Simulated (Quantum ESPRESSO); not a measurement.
# arsenene, 1 layer, rectangular cell, stepped through strain along the second axis, part 4 of 6

Wanted: a table for arsenene, 1 layer, rectangular cell against strain along the second axis, and what can be fitted to it.

Quantum ESPRESSO 7.5; plane-wave DFT, PBE, GBRV ultrasoft pseudopotentials.

So far. Step 3 (Relaxing the ions, -4 %): The relaxation lowers the energy by 2 meV an atom. Step 6 (Bands along a path, -4 %): Along this path the valence top lies at Γ and the conduction bottom near Y.

### Step 7. Relaxation with pw.x, -3 %

m1.relax.in

```
&control
  prefix = 'm1.relax'
  outdir = './out'
  pseudo_dir = './pseudo'
  nstep = 40
  forc_conv_thr = 0.0003
  calculation = 'relax'
  tstress = .true.
/
&system
  ibrav = 0
  nat = 4
  ntyp = 1
  ecutwfc = 50
  ecutrho = 250
  occupations = 'smearing'
  smearing = 'fd'
  degauss = 0.002
/
&electrons
  conv_thr = 1e-09
  mixing_beta = 0.4
  electron_maxstep = 120
  mixing_mode = 'plain'
/
&ions
/
ATOMIC_SPECIES
  As  74.9216  as_pbe_v1.uspp.F.UPF
CELL_PARAMETERS angstrom
  3.61112093400000 0.00000000000000 0.00000000000000
  0.00000000000000 6.06545284975000 0.00000000000000
  0.00000000000000 0.00000000000000 16.40000000000000
ATOMIC_POSITIONS crystal
  As  0.500000000000 0.166684633500 0.457414708500
  As  0.000000000000 0.666684619600 0.457414710100
  As  0.999999999900 0.333315380500 0.542585289900
  As  0.500000000000 0.833315366500 0.542585291500
K_POINTS automatic
  8 6 1 0 0 0
```

Started as:

```console
OMP_NUM_THREADS=1 mpirun -n 4 pw.x -nk 2 -in m1.relax.in > m1.relax.out
```

The log of the run:

```text
[banner, memory and clock lines left out]
Program PWSCF v.7.5 starts
[...]
Message from routine setup:
[...]
number of electrons       =        20.00
     number of Kohn-Sham states=           14
     kinetic-energy cutoff     =      50.0000  Ry
     charge density cutoff     =     250.0000  Ry
[...]
number of k points=    20  Fermi-Dirac smearing, width (Ry)=  0.0020
[...]
Dense  grid:   161777 G-vectors     FFT dimensions: (  36,  60, 160)
[...]
negative rho (up, down):  1.525E-04 0.000E+00
     Starting wfcs are   16 randomized atomic wfcs
[...]
negative rho (up, down):  2.682E-05 0.000E+00
[...]
estimated scf accuracy    <       0.04352190 Ry
[...]
negative rho (up, down):  6.712E-05 0.000E+00
[...]
estimated scf accuracy    <       0.01262876 Ry
[...]
negative rho (up, down):  9.529E-05 0.000E+00
[...]
estimated scf accuracy    <       0.00038304 Ry
[...]
negative rho (up, down):  1.176E-04 0.000E+00
[...]
estimated scf accuracy    <       0.00006509 Ry
[...]
negative rho (up, down):  1.309E-04 0.000E+00
[...]
estimated scf accuracy    <       0.00002393 Ry
[...]
negative rho (up, down):  1.405E-04 0.000E+00
[...]
estimated scf accuracy    <       0.00000137 Ry
[...]
negative rho (up, down):  1.462E-04 0.000E+00
[...]
estimated scf accuracy    <       0.00000048 Ry
[...]
negative rho (up, down):  1.494E-04 0.000E+00
[...]
estimated scf accuracy    <       0.00000003 Ry
[...]
negative rho (up, down):  1.517E-04 0.000E+00
[...]
estimated scf accuracy    <       0.00000001 Ry
[...]
negative rho (up, down):  1.551E-04 0.000E+00
[...]
the Fermi energy is    -1.6781 ev
!    total energy              =    -161.08376719 Ry
     estimated scf accuracy    <          4.7E-10 Ry
     smearing contrib. (-TS)   =      -0.00000000 Ry
     internal energy E=F+TS    =    -161.08376719 Ry
[...]
one-electron contribution =    -202.33774010 Ry
     hartree contribution      =     105.15073672 Ry
     xc contribution           =    -126.07551265 Ry
     ewald contribution        =      62.17874885 Ry
     convergence has been achieved in  10 iterations
     negative rho (up, down):  1.551E-04 0.000E+00
[...]
Total force =     0.018962     Total SCF correction =     0.000016
[...]
negative rho (up, down):  1.551E-04 0.000E+00
[...]
negative rho (up, down):  1.552E-04 0.000E+00
[...]
negative rho (up, down):  1.542E-04 0.000E+00
[...]
estimated scf accuracy    <       0.00001765 Ry
[...]
negative rho (up, down):  1.542E-04 0.000E+00
[...]
estimated scf accuracy    <       0.00000244 Ry
[...]
negative rho (up, down):  1.544E-04 0.000E+00
[...]
estimated scf accuracy    <       0.00000022 Ry
[...]
negative rho (up, down):  1.545E-04 0.000E+00
[...]
estimated scf accuracy    <          9.4E-09 Ry
[...]
negative rho (up, down):  1.546E-04 0.000E+00
[...]
estimated scf accuracy    <          2.0E-09 Ry
[...]
negative rho (up, down):  1.548E-04 0.000E+00
[...]
the Fermi energy is    -1.6796 ev
!    total energy              =    -161.08403354 Ry
     estimated scf accuracy    <          4.2E-11 Ry
     smearing contrib. (-TS)   =      -0.00000000 Ry
     internal energy E=F+TS    =    -161.08403354 Ry
[...]
one-electron contribution =    -202.01931315 Ry
     hartree contribution      =     105.00126011 Ry
     xc contribution           =    -126.06451655 Ry
     ewald contribution        =      61.99853605 Ry
     convergence has been achieved in   6 iterations
     negative rho (up, down):  1.548E-04 0.000E+00
[...]
Total force =     0.009284     Total SCF correction =     0.000006
[...]
negative rho (up, down):  1.548E-04 0.000E+00
[...]
negative rho (up, down):  1.548E-04 0.000E+00
[...]
negative rho (up, down):  1.540E-04 0.000E+00
[...]
estimated scf accuracy    <       0.00001346 Ry
[...]
negative rho (up, down):  1.540E-04 0.000E+00
[...]
estimated scf accuracy    <       0.00000191 Ry
[...]
negative rho (up, down):  1.542E-04 0.000E+00
[...]
estimated scf accuracy    <       0.00000018 Ry
[...]
negative rho (up, down):  1.543E-04 0.000E+00
[...]
estimated scf accuracy    <          7.7E-09 Ry
[...]
negative rho (up, down):  1.544E-04 0.000E+00
[...]
estimated scf accuracy    <          1.2E-09 Ry
[...]
negative rho (up, down):  1.545E-04 0.000E+00
[...]
the Fermi energy is    -1.6059 ev
!    total energy              =    -161.08412334 Ry
     estimated scf accuracy    <          2.0E-11 Ry
     smearing contrib. (-TS)   =      -0.00000000 Ry
     internal energy E=F+TS    =    -161.08412334 Ry
[...]
one-electron contribution =    -201.74274812 Ry
     hartree contribution      =     104.87133791 Ry
     xc contribution           =    -126.05496111 Ry
     ewald contribution        =      61.84224798 Ry
     convergence has been achieved in   6 iterations
     negative rho (up, down):  1.545E-04 0.000E+00
[...]
Total force =     0.001928     Total SCF correction =     0.000003
[...]
negative rho (up, down):  1.545E-04 0.000E+00
[...]
negative rho (up, down):  1.545E-04 0.000E+00
[...]
negative rho (up, down):  1.545E-04 0.000E+00
[...]
estimated scf accuracy    <       0.00000003 Ry
[...]
negative rho (up, down):  1.545E-04 0.000E+00
[...]
estimated scf accuracy    <          9.0E-09 Ry
[...]
negative rho (up, down):  1.545E-04 0.000E+00
[...]
estimated scf accuracy    <          1.8E-10 Ry
[...]
negative rho (up, down):  1.545E-04 0.000E+00
[...]
estimated scf accuracy    <          1.7E-11 Ry
[...]
negative rho (up, down):  1.545E-04 0.000E+00
[...]
the Fermi energy is    -1.6047 ev
!    total energy              =    -161.08412668 Ry
     estimated scf accuracy    <          2.8E-12 Ry
     smearing contrib. (-TS)   =      -0.00000000 Ry
     internal energy E=F+TS    =    -161.08412668 Ry
[...]
one-electron contribution =    -201.74486176 Ry
     hartree contribution      =     104.87231955 Ry
     xc contribution           =    -126.05498956 Ry
     ewald contribution        =      61.84340509 Ry
     convergence has been achieved in   5 iterations
     negative rho (up, down):  1.545E-04 0.000E+00
[...]
Total force =     0.001218     Total SCF correction =     0.000001
[...]
negative rho (up, down):  1.545E-04 0.000E+00
[...]
negative rho (up, down):  1.546E-04 0.000E+00
[...]
negative rho (up, down):  1.546E-04 0.000E+00
[...]
estimated scf accuracy    <       0.00000010 Ry
[...]
negative rho (up, down):  1.546E-04 0.000E+00
[...]
estimated scf accuracy    <       0.00000002 Ry
[...]
negative rho (up, down):  1.546E-04 0.000E+00
[...]
estimated scf accuracy    <          1.9E-09 Ry
[...]
negative rho (up, down):  1.546E-04 0.000E+00
[...]
estimated scf accuracy    <          6.4E-11 Ry
[...]
negative rho (up, down):  1.546E-04 0.000E+00
[...]
the Fermi energy is    -1.6036 ev
!    total energy              =    -161.08412852 Ry
     estimated scf accuracy    <          4.9E-12 Ry
     smearing contrib. (-TS)   =      -0.00000000 Ry
     internal energy E=F+TS    =    -161.08412852 Ry
[...]
one-electron contribution =    -201.76566240 Ry
     hartree contribution      =     104.88208977 Ry
     xc contribution           =    -126.05564917 Ry
     ewald contribution        =      61.85509328 Ry
     convergence has been achieved in   5 iterations
     negative rho (up, down):  1.546E-04 0.000E+00
[...]
Total force =     0.000256     Total SCF correction =     0.000002
[...]
negative rho (up, down):  1.546E-04 0.000E+00
[...]
```

Elapsed: 1.8 min, on 4 MPI ranks of Arm Neoverse V1, shared host; peak memory 0.86 GiB.

Relaxation path:

| step | energy less that of the first step (eV) | largest force (eV/Å) |
| --- | --- | --- |
| 1 | 0.0000 | 0.2438 |
| 2 | -0.0036 | 0.1193 |
| 3 | -0.0048 | 0.0248 |
| 4 | -0.0049 | 0.0157 |
| 5 | -0.0049 | 0.0033 |

The atoms that moved most (Å):

| atom | dx | dy | dz | length |
| --- | --- | --- | --- | --- |
| As3 | 0.000 | -0.007 | 0.008 | 0.010 |
| As2 | 0.000 | 0.007 | -0.008 | 0.010 |
| As1 | 0.000 | 0.007 | -0.008 | 0.010 |
| As4 | 0.000 | -0.007 | 0.008 | 0.010 |

Final coordinates:

```cif
data_structure
_symmetry_space_group_name_H-M 'P 1'
_symmetry_Int_Tables_number 1
_cell_length_a 3.6111
_cell_length_b 6.0655
_cell_length_c 16.4000
_cell_angle_alpha 90.000
_cell_angle_beta 90.000
_cell_angle_gamma 90.000
_cell_volume 359.21
loop_
_atom_site_label
_atom_site_type_symbol
_atom_site_fract_x
_atom_site_fract_y
_atom_site_fract_z
_atom_site_occupancy
As1 As 0.50000 0.16785 0.45695 1
As2 As 0.00000 0.66785 0.45695 1
As3 As 0.00000 0.33215 0.54305 1
As4 As 0.50000 0.83215 0.54305 1
```

The relaxation lowers the energy by 1 meV an atom.

Read from the output:

- free energy: -2191.6612 eV
- Fermi energy: -1.604 eV

### Step 8. Ground state, -3 %

m1.scf.in

```
&control
  prefix = 'm1.scf'
  outdir = './out'
  pseudo_dir = './pseudo'
  calculation = 'scf'
  tprnfor = .true.
/
&system
  ibrav = 0
  nat = 4
  ntyp = 1
  ecutwfc = 40
  ecutrho = 200
  occupations = 'smearing'
  smearing = 'fd'
  degauss = 0.002
  nbnd = 14
/
&electrons
  conv_thr = 1e-09
  mixing_beta = 0.4
  electron_maxstep = 120
  mixing_mode = 'plain'
/
ATOMIC_SPECIES
  As  74.9216  as_pbe_v1.uspp.F.UPF
CELL_PARAMETERS angstrom
  3.61112093400000 0.00000000000000 0.00000000000000
  0.00000000000000 6.06545284975000 0.00000000000000
  0.00000000000000 0.00000000000000 16.40000000000000
ATOMIC_POSITIONS crystal
  As  0.500000000000 0.167846498300 0.456946854500
  As  0.000000000000 0.667846504100 0.456946852700
  As  0.999999999900 0.332153496000 0.543053147300
  As  0.500000000000 0.832153501700 0.543053145500
K_POINTS automatic
  8 6 1 0 0 0
```

Started as:

```console
OMP_NUM_THREADS=1 mpirun -n 4 pw.x -nk 2 -in m1.scf.in > m1.scf.out
```

The log of the run:

```text
[banner, memory and clock lines left out]
Program PWSCF v.7.5 starts
[...]
Message from routine setup:
[...]
number of electrons       =        20.00
     number of Kohn-Sham states=           14
     kinetic-energy cutoff     =      40.0000  Ry
     charge density cutoff     =     200.0000  Ry
[...]
number of k points=    20  Fermi-Dirac smearing, width (Ry)=  0.0020
[...]
Dense  grid:   115739 G-vectors     FFT dimensions: (  32,  54, 144)
[...]
negative rho (up, down):  1.782E-04 0.000E+00
     Starting wfcs are   16 randomized atomic wfcs
[...]
negative rho (up, down):  2.618E-04 0.000E+00
[...]
estimated scf accuracy    <       0.04313938 Ry
[...]
negative rho (up, down):  3.501E-04 0.000E+00
[...]
estimated scf accuracy    <       0.01234892 Ry
[...]
negative rho (up, down):  3.615E-04 0.000E+00
[...]
estimated scf accuracy    <       0.00040987 Ry
[...]
negative rho (up, down):  3.692E-04 0.000E+00
[...]
estimated scf accuracy    <       0.00004396 Ry
[...]
negative rho (up, down):  3.718E-04 0.000E+00
[...]
estimated scf accuracy    <       0.00001827 Ry
[...]
negative rho (up, down):  3.772E-04 0.000E+00
[...]
estimated scf accuracy    <       0.00000120 Ry
[...]
negative rho (up, down):  3.803E-04 0.000E+00
[...]
estimated scf accuracy    <       0.00000036 Ry
[...]
negative rho (up, down):  3.821E-04 0.000E+00
[...]
estimated scf accuracy    <       0.00000002 Ry
[...]
negative rho (up, down):  3.835E-04 0.000E+00
[...]
estimated scf accuracy    <          2.5E-09 Ry
[...]
negative rho (up, down):  3.856E-04 0.000E+00
[...]
the Fermi energy is    -1.6038 ev
!    total energy              =    -161.08380392 Ry
     estimated scf accuracy    <          4.3E-10 Ry
     smearing contrib. (-TS)   =      -0.00000000 Ry
     internal energy E=F+TS    =    -161.08380392 Ry
[...]
one-electron contribution =    -201.76173033 Ry
     hartree contribution      =     104.88120204 Ry
     xc contribution           =    -126.05836891 Ry
     ewald contribution        =      61.85509328 Ry
     convergence has been achieved in  10 iterations
     negative rho (up, down):  3.856E-04 0.000E+00
[...]
Total force =     0.000249     Total SCF correction =     0.000012
[...]
```

Wall time 20 s (4 MPI ranks); peak memory 0.62 GiB.

Read from the output:

- free energy: -2191.6568 eV
- valence top, on the run's zero: -2.164 eV
- conduction bottom, on the run's zero: -0.9973 eV
- gap by band count: 1.167 eV

[end of part 4 of 6]

[Logs are printed without paths, hosts, clocks, repeated set-up lines and the standing remarks that a program may print on its own settings, such as how far it seeks lower states.]

[Hosts, paths, dates, database ids (printed as entryN), source tags and the programs' standing remarks are cut or masked in the printed files.]

[Maps of the electrostatic potential energy from Ansatz leave out the sawtooth potential of an applied field or a dipole correction, so their vacuum need not be flat; planar profiles and work functions include it.]
